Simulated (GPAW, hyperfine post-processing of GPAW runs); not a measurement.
# From spin density to shift: 25Mg in K2MgFe2O4

A spin-polarised calculation (DFT, revPBE+U, plane-wave PAW, GPAW setups, collinear spin, scalar-relativistic; GPAW) with all Fe moments parallel (S = 2 each) puts a spin density ρ↑ − ρ↓ of 0.1141 e/Å³, counted along the moments, at one Mg nucleus (6 Fe through links of 82 to 84° (4), 104° (1), 119 to 122° (2) and 167° (1)). Take g = 2, spin-only moments and Θ = 0 K (a pure Curie law); γ/2π of 25Mg is -2.6083 MHz/T.

**Task.** Find the contact field, the hyperfine constant and the contact shift at 320 K and 270 K, supposing that the crystal is a paramagnet with these local moments at both.

1. A spin density ρ_s carries a moment density μB ρ_s, and the contact field is B_c = (2μ₀/3) μB ρ_s. For 1 e/Å³ that is 7.769 T, so B_c = 0.8864 T.

2. With H = A S·I summed over the ions, A = γB_c/(2πS) = -2.6083 × 0.8864 / 2 = -1.16 MHz.

3. In a field B0 the paramagnet reaches only a fraction of saturation, M/M_sat = g μB (S + 1) B0 / [3 k_B (T − Θ)]. At 320 K this is 4.1982e-03 per tesla, or 3.95 % at 9.4 T.

4. The shift is that fraction of B_c over B0, so B0 drops out: δ = 0.8864 × 4.1982e-03 × 10⁶ = 3720 ppm at 320 K.

5. At 270 K it scales by (320 − Θ)/(270 − Θ) = 1.185, to 4410 ppm.

6. The sign says that the spin at the nucleus is parallel to the Fe moments, as where half-filled orbitals delocalise onto the site. Over this level and the 3 others of the session's ladder with the same moment and an open gap (any hybrids aside), the field runs from 0.874 to 1.02 T. Spin flips in this cell gave a rough Θ of 62 K, not relied on, which would scale the first shift by 1.24. Orbital and pseudocontact parts are not included.

[Hosts, paths, dates, database ids (printed as entryN), source tags and the programs' standing remarks are cut or masked in the printed files.]
